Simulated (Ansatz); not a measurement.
# Lattice dynamics of VH (Fm-3m), part 2 of 2

Wanted: phonon frequencies of VH (Fm-3m) and what follows from them.

Ansatz 0.2.0; DFT LDA, scalar-relativistic, plane waves, norm-conserving pseudopotentials.

So far. Step 4 (Tight relaxation): The forces vanish by symmetry and the pressure is 0.003 GPa, within the tolerances set. The cell now holds 7.24 Å³/atom. Step 5 (Zone-centre response): Before it was imposed, the acoustic sum rule was missed by 6.8e-5 eV/Å². Small misses are needed for a sound result but don't prove that mesh and cutoff are converged. The lowest optical mode is real, 1068 cm⁻¹. The relaxed cell has a = 3.869 Å (conventional setting).

## (6) The dispersion

Stability and thermal properties need the whole zone. Linear response on a 4×4×4 q mesh gives force constants as far as a supercell of that size would.

input.yaml

```yaml
crystal:
  lattice:
    - [0.0, 1.9342684163, 1.9342684163]
    - [1.9342684163, 0.0, 1.9342684163]
    - [1.9342684163, 1.9342684163, 0.0]
  atoms:
    - { symbol: V, position: [0.0, 0.0, 0.0] }
    - { symbol: H, position: [0.5, 0.5, 0.5] }
kpoints:
  mp_grid: { grid: [16, 16, 16] }
hamiltonian:
  xc: lda
  pseudopotentials: { kind: nc }
scf:
  occupations: { method: methfessel_paxton, width: 0.15 }
output:
  eigenvalues: true
phonons:
  method: dfpt
  qmesh: [4, 4, 4]
  temperatures: { t_max: 1000, t_step: 50 }
  qpath:
    path:
      - [[0.0, 0.0, 0.0], [0.5, 0.0, 0.5], [0.625, 0.25, 0.625]]
      - [[0.375, 0.375, 0.75], [0.0, 0.0, 0.0], [0.5, 0.5, 0.5], [0.5, 0.25, 0.75], [0.5, 0.0, 0.5]]
    npoints: 10
```

The run is started by

```console
ansatz run input.yaml --threads 4 --pin off --max-ram 7168MiB --backend cpu --events-out ev --progress --plain --runs-dir out
```

Output:

```text
[...]
Crystal: 2 atoms, lattice volume = 14.474 Å³
Basis set: ecut = 1142.878222 eV, 1243 PW (Γ), exchange–correlation on 64×64×64 points (8 copies of the dense FFT grid, shifted against one another)
Bands: 11, of which v1, the nominal top of the filled ones, is band 7 counted from 1 (6 counted from 0)
Symmetry: 48 space group operations
k-points: 145 of 4096
[...]
SCF iter   1: F=—  HF=-2023.726195 eV  |F-HF|=—  |Δ(HF+E_count)|=         —  Δρ=1.15e-1  dr2=1.45e0  ethr=3.10e-3  ⟨swp⟩=5.8  Hψ=9816  notcnv=0
[...]
SCF iter   9: F=-2023.269960 eV  HF=-2023.269960 eV  |F-HF|=4.55e-13  |Δ(HF+E_count)|=  1.39e-11  S|Δr|=    0.00e0  Δρ=1.78e-8  dr2=2.26e-14  ethr=1.00e-12  ⟨swp⟩=9.5  Hψ=9499  notcnv=0
SCF 1 converged in 9 iterations: F = -2023.269960 eV  dr2 = 2.26e-14
[...]
SCF iter   2: F=-2023.269960 eV  HF=-2023.269960 eV  |F-HF|=6.37e-12  |Δ(HF+E_count)|=   2.33e-7  S|Δr|=    0.00e0  Δρ=2.69e-7  dr2=7.41e-12  ethr=1.00e-12  ⟨swp⟩=8.0  Hψ=7651  notcnv=0
SCF 2 converged in 2 iterations: F = -2023.269960 eV  dr2 = 7.41e-12
phonons: the bands overlap, so this run is a metal and interpolates without the dipole-dipole term. If the crystal is really an insulator or semiconductor, its LO-TO splitting is missing
NSCF: frozen V_eff on 145 k-points
[...]
DFPT response loops at q = (0, 0, 0) (fractional): preconditioner auto → Kerker (q_TF=auto, 2.713 Å⁻¹) (partly filled bands, converged f_vac=0.000); β = 1.00, the filter's whole step (`scf.mixing.beta` (0.50) is not read by the response loops under this deck's `scf.mixing.preconditioner`; to damp them name `kerker` or `kerker_dos`, under which they read `scf.mixing.beta`, and type it under 1.00, their step now; both keys bind the ground state too); Broyden in place of MSR1
[...]
phonons.qmesh, q = [0.0000, 0.2500, -0.5000]: its response loops start from zero, take more passes and end by a threshold: the memory limit or budget leaves too little room for the subspace of the ground state's own states beside the solves, or none could be made (phonons.method)
[...]
SCF converged after 9 iterations
[...]
Free energy (F): -2023.269960 eV
[...]
Internal energy: -2023.268528 eV  (E = F + TS)
E sigma→0 (E₀):  -2023.269602 eV
Entropy (-TS):   -0.001433 eV (-0.716 meV/atom)
Fermi energy:    16.813608 eV
[...]
--- Band table (eV; the first three rows and the last of 145) ---
  k-point 0: bands = [... 3 lower, -20.4102, 6.1383, 16.7240, 16.7240, 16.7240, 18.2801, 18.2801, 30.1726]
  k-point 1: bands = [... 3 lower, -20.4139, 6.2680, 16.6375, 16.7732, 16.7732, 18.2384, 18.2384, 29.5102]
  k-point 2: bands = [... 3 lower, -20.4245, 6.6481, 16.3880, 16.8864, 16.8864, 18.1563, 18.1563, 28.1611]
  k-point 144: bands = [... 3 lower, -20.7050, 9.9225, 15.3549, 15.3549, 17.6748, 19.9887, 23.1721, 24.7599]
--- Phonons (Γ-DFPT): 2 representative perturbations + reference (Σ response iterations 5) ---
  ASR residual: 2.924e-5 → 0.000e0 eV/Å²; symmetrization residual: 3.544e-7 eV/Å²
  ASR residual per site (eV/Å²): 2.92e-5 4.36e-6
  Γ frequencies (cm⁻¹): 0.00 0.00 0.00 1067.73 1067.73 1067.73
--- Phonons (arbitrary-q DFPT): 8 irreducible q on the 4×4×4 mesh ---
  q = [0.0000, 0.0000, 0.0000] (star 1, of the zone-centre solve; hermiticity 1.71e-7, symmetrization 1.01e-14): -0.00 -0.00 0.00 1067.73 1067.73 1067.73
  q = [0.0000, 0.0000, 0.2500] (star 8, 2 solved perturbations on 2176 of 4096 k-point pairs; hermiticity 5.81e-9, symmetrization 2.37e-13, the responses' own estimated error 1.0e-5 eV/Å²): 75.13 75.13 232.18 1046.72 1046.72 1053.07
[...]
q = [0.0000, 0.2500, 0.2500] (star 6, 4 solved perturbations in 3616 linear systems a pass and spin channel, the states on 1160 of 4096 k-point pairs; hermiticity 2.53e-8, symmetrization 3.32e-13, the responses' own estimated error 8.7e-6 eV/Å²): 82.22 82.22 204.90 1047.71 1047.71 1094.26
[...]
sum rule: each row above includes the acoustic sum rule's correction from the zone centre's row sums; it moved no ω² by more than (1.08 cm⁻¹)²
  mesh force constants: q→R imaginary residual 2.34e-18; ASR residual 2.924e-5 → 0.000e0 eV/Å²; symmetrization residual 8.882e-15 eV/Å²
  interpolated dispersion: 62 rows × 6 modes
  density of states and harmonic sums: on the 28×28×28 q-mesh, interpolated from the force constants of a 4×4×4 supercell (no non-analytic term)
  largest difference from the sums on the solved wave vectors: F 1.57e-2 eV, S 1.98e-5 and C_V 4.41e-6 eV/K
  zero-point energy: 0.233449 eV/cell   skipped modes (ω ≤ 0): 3   left out of the sums: 2.28e-5 of the cell's modes: C_V's classical limit lies that fraction below 3 k_B per atom; for a crystal, a wire or a layer, F and S can be off by more, and a phonons.interpolated_qmesh denser along its periods is the remedy for the sampling
```

Elapsed: 7.2 min, on 4 threads of Arm Neoverse V2, shared host; peak memory 4.4 GiB.

This step gave:

```yaml
sum_rule_residual_before_enforcement: 2.92e-5 eV/Å²
lowest_frequency_on_the_path: 0 cm⁻¹
highest_frequency_on_the_path_or_at_a_solved_wavevector: 1128 cm⁻¹
mean_frequency: 627.6 cm⁻¹
debye_temperature_second_moment: 1428 K
logarithmic_mean_frequency: 421.9 cm⁻¹
lowest_mode_on_the_q_mesh_acoustic_modes_at_gamma_apart: 75.13 cm⁻¹
zero_point_energy_per_atom: 116.7 meV
heat_capacity_at_300_k: 13.52 J/(mol atoms K)
vibrational_entropy_at_300_k: 16.21 J/(mol atoms K)
edges_of_the_widest_gap_between_branches_on_path_and_mesh: 378.6, 1037 cm⁻¹
```

Frequencies (cm⁻¹) solved at each irreducible wavevector; negative means imaginary. Frequencies by wavevector, by row:

```csv
q in reciprocal lattice units,star,mode 1,mode 2,mode 3,mode 4,mode 5,mode 6
0 0 0,1,0,0,0,1068,1068,1068
0 0 0.25,8,75.1,75.1,232.2,1047,1047,1053
0 0 -0.5,4,106.3,106.3,378.6,1037,1037,1052
0 0.25 0.25,6,82.2,82.2,204.9,1048,1048,1094
0 0.25 -0.5,24,159.3,164.4,297.1,1067,1071,1085
0 0.25 -0.25,12,121,185.3,305.3,1048,1066,1070
0 -0.5 -0.5,3,183.1,183.1,306.1,1086,1086,1128
0.25 -0.5 -0.25,6,214.3,232.4,232.4,1084,1084,1093
```

Interpolated from a 4×4×4 q mesh. Phonon branches along the path, in cm⁻¹:

| point | branch 1 | branch 2 | branch 3 | branch 4 | branch 5 | branch 6 |
| --- | --- | --- | --- | --- | --- | --- |
| Γ | 0 | 0 | 0 | 1068 | 1068 | 1068 |
| halfway | 82 | 82 | 205 | 1048 | 1048 | 1094 |
| X | 183 | 183 | 306 | 1086 | 1086 | 1128 |
| halfway | 184 | 192 | 294 | 1085 | 1086 | 1118 |
| U | 181 | 230 | 264 | 1082 | 1084 | 1093 |
| jump to K | 181 | 230 | 264 | 1082 | 1084 | 1093 |
| halfway | 73 | 133 | 266 | 1038 | 1059 | 1063 |
| Γ | 0 | 0 | 0 | 1068 | 1068 | 1068 |
| halfway | 75 | 75 | 232 | 1047 | 1047 | 1053 |
| L | 106 | 106 | 379 | 1037 | 1037 | 1052 |
| halfway | 154 | 176 | 317 | 1064 | 1065 | 1072 |
| W | 214 | 232 | 232 | 1084 | 1084 | 1093 |
| halfway | 190 | 198 | 283 | 1082 | 1089 | 1109 |
| X | 183 | 183 | 306 | 1086 | 1086 | 1128 |

The phonon branches as a text plot (rows in cm⁻¹):

```
   1105 |    **************                             *********
   1058 |***********       ******************************   **
   1011 |
    964 |
    917 |
    870 |
    823 |
    776 |
    729 |
    682 |
    635 |
    588 |
    541 |
    494 |
    447 |
    400 |                                        *
    353 |                                      ** ****
    306 |         *******   ****              *       **      ***
    259 |       **       ***    *            *          ** ***
    212 |      *       **** ***  *          *          ********
    165 |    **   ***********  *  **       *         ****     ***
    118 |   *   **           *****  *     *   ********
     71 |  * ***                * ** *   * ***
     24 |****                    **********
         Γ           X  U|K            Γ         L        W     X
```

The phonon density of states has structure finer than the step of the table below, so its rows give means over 50 cm⁻¹, whole bins alone (the curve runs from 5 to 1135 cm⁻¹). Peaks (cm⁻¹: height): 185.0: 0.0182, 285.0: 0.0178, 1075.0: 0.0623.

Tetrahedra on a 28×28×28 mesh, mean over bins of 10 cm-1. Interpolated from a 4×4×4 q mesh. Table of phonon density of states by wavenumber; means over each step:

wavenumber (cm⁻¹), phonon density of states (1/cm⁻¹/cell) and a bar:
```
       50     0.0039 ###
      100     0.0099 ########
      150     0.0156 ############
      200     0.0115 #########
      250     0.0056 ####
      300     0.0106 ########
      350     0.0025 ##
      400     0.0001 
      450     0.0000 
      500     0.0000 
      550     0.0000 
      600     0.0000 
      650     0.0000 
      700     0.0000 
      750     0.0000 
      800     0.0000 
      850     0.0000 
      900     0.0000 
      950     0.0000 
     1000     0.0000 
     1050     0.0394 ##############################
     1100     0.0204 ################
```

The partial phonon density of states has structure finer than the step of the table below, so its rows give means over 50 cm⁻¹, whole bins alone (the curve runs from -10 to 1172 cm⁻¹). Peaks (cm⁻¹: height): H 1067.7: 0.0574; V 175.8: 0.0176, 287.3: 0.0142.

Phonopy on the run's constants, 21x21x21 mesh, Gaussian sigma 8.4 cm-1. Interpolated from a 4×4×4 q mesh. Partial phonon density of states against wavenumber; means over each step; values in 1/cm⁻¹/cell:

| wavenumber (cm⁻¹) | H | V |
| --- | --- | --- |
| 50 | 4.3e-5 | 0.00387 |
| 100 | 5.9e-5 | 0.00980 |
| 150 | 8.2e-5 | 0.0155 |
| 200 | 7.6e-5 | 0.0112 |
| 250 | 3.7e-5 | 0.00605 |
| 300 | 4.8e-5 | 0.0101 |
| 350 | 5.1e-6 | 0.00252 |
| 400 | 0 | 1.1e-4 |
| 450 | 0 | 0 |
| 500 | 0 | 0 |
| 550 | 0 | 0 |
| 600 | 0 | 0 |
| 650 | 0 | 0 |
| 700 | 0 | 0 |
| 750 | 0 | 0 |
| 800 | 0 | 0 |
| 850 | 0 | 0 |
| 900 | 0 | 0 |
| 950 | 0 | 0 |
| 1000 | 3.2e-4 | 2.3e-6 |
| 1050 | 0.0384 | 2.5e-4 |
| 1100 | 0.0206 | 1.1e-4 |

Second derivatives of the energy by pair, one row for each kind of neighbour of each atom listed. Each entry sums the pair over the periodic images of the supercell that the q mesh stands for, and in a polar crystal it holds the long-range dipole part too. Force constants by pair, by row:

| atom | neighbour | distance (Å) | third of the trace (eV/Å²) | along the pair's line (eV/Å²) |
| --- | --- | --- | --- | --- |
| V1 | itself | 0 | 9.054 | – |
| V1 | H | 1.934 | -0.5563 | -1.557 |
| V1 | V | 2.735 | -0.5683 | -2.801 |
| V1 | H | 3.35 | -0.0893 | -0.2306 |
| V1 | V | 3.869 | -0.1439 | -0.2263 |
| V1 | H | 4.325 | 0.0028 | 0.017 |
| V1 | V | 4.738 | 0.0775 | 0.1128 |
| V1 | V | 5.471 | 0.1311 | 0.4468 |
| V1 | H | 5.803 | -0.0069 | -0.0024 |
| H2 | itself | 0 | 4.203 | – |
| H2 | V | 1.934 | -0.5563 | -1.557 |
| H2 | H | 2.735 | -0.0239 | -0.0406 |
| H2 | V | 3.35 | -0.0893 | -0.2306 |
| H2 | H | 3.869 | 0.0281 | -0.0123 |
| H2 | V | 4.325 | 0.0028 | 0.017 |
| H2 | H | 4.738 | 9.00e-4 | 7.00e-4 |
| H2 | H | 5.471 | -3.00e-4 | -0.006 |
| H2 | V | 5.803 | -0.0069 | -0.0024 |

Harmonic thermodynamic functions per atom, from the density of states. Interpolated from a 4×4×4 q mesh. Thermodynamic functions, by row:

```
T (K)  F_vib (meV/atom)  S (J/mol-atom/K)  C_V (J/mol-atom/K)
    0             116.7                 0                   0
   50             116.5             1.499               2.981
  100             114.8             4.971               7.183
  200             106.2             11.29                10.9
  300              91.9             16.21               13.52
  400             72.86             20.45               16.06
  500             49.65             24.27               18.12
  600             22.69             27.71               19.65
  700             -7.68             30.83               20.77
  800            -41.12             33.66               21.59
  900            -77.36             36.24                22.2
 1000            -116.2              38.6               22.66
```

Harmonic mean-square displacement, third of the trace. Interpolated from a 4×4×4 q mesh. Mean square displacements, by row:

| T (K) | V1 U_eq (Å²) | H2 U_eq (Å²) |
| --- | --- | --- |
| 0 | 0.00238 | 0.0165 |
| 100 | 0.00567 | 0.01896 |
| 300 | 0.01517 | 0.02534 |
| 600 | 0.02995 | 0.03723 |

Symmetry leaves 8 wavevectors to solve. The lowest mode among them, the acoustic zeros apart, lies at q = (0, 0, 0.25) and is real, 75.1 cm⁻¹.

## (7) What came out

```
space group after relaxation (within 0.01 Å)            : Fm-3m
volume per atom                                         : 7.24 Å³
electronic character                                    : no gap on this mesh
highest optical mode at the zone centre (no LO-TO term) : 1068 cm⁻¹
lowest optical zone-centre mode                         : 1068 cm⁻¹
lowest mode on the q mesh (acoustic modes at Γ apart)   : 75.1 cm⁻¹
highest frequency on the path or at a solved wavevector : 1128 cm⁻¹
zero-point energy per atom                              : 117 meV
heat capacity at 300 K                                  : 13.5 J/(mol atoms K)
vibrational entropy at 300 K                            : 16.2 J/(mol atoms K)
Debye temperature (second moment)                       : 1428 K
imaginary modes on the 4×4×4 q mesh                     : none
```

In words: The structure is a minimum as far as tested: no mode is imaginary at the 8 irreducible wavevectors of the 4×4×4 mesh, and the softest away from the acoustic zeros lies at 75 cm⁻¹. The optical modes at Γ form one degenerate level at 1068 cm⁻¹. The highest mode in this list at Γ, 1067.7 cm⁻¹, is mostly motion of H (98 % of the kinetic energy). On the path and the mesh, the widest gap between branches runs from 379 to 1037 cm⁻¹. With no gap, or one that is small against the smearing, the frequencies hang on the k mesh and the smearing, most of all near Kohn anomalies. The phonon runs are without spin polarisation, although V often carries a moment. A phonon run warned that its eigensolver left some bands unconverged in a pass. These are harmonic frequencies at zero temperature: anharmonic shifts, linewidths and thermal expansion are left out.

[Logs are printed without paths, hosts, clocks, repeated set-up lines and the standing remarks that a program may print on its own settings, such as how far it seeks lower states.]

[Hosts, paths, dates, database ids (printed as entryN), source tags and the programs' standing remarks are cut or masked in the printed files.]
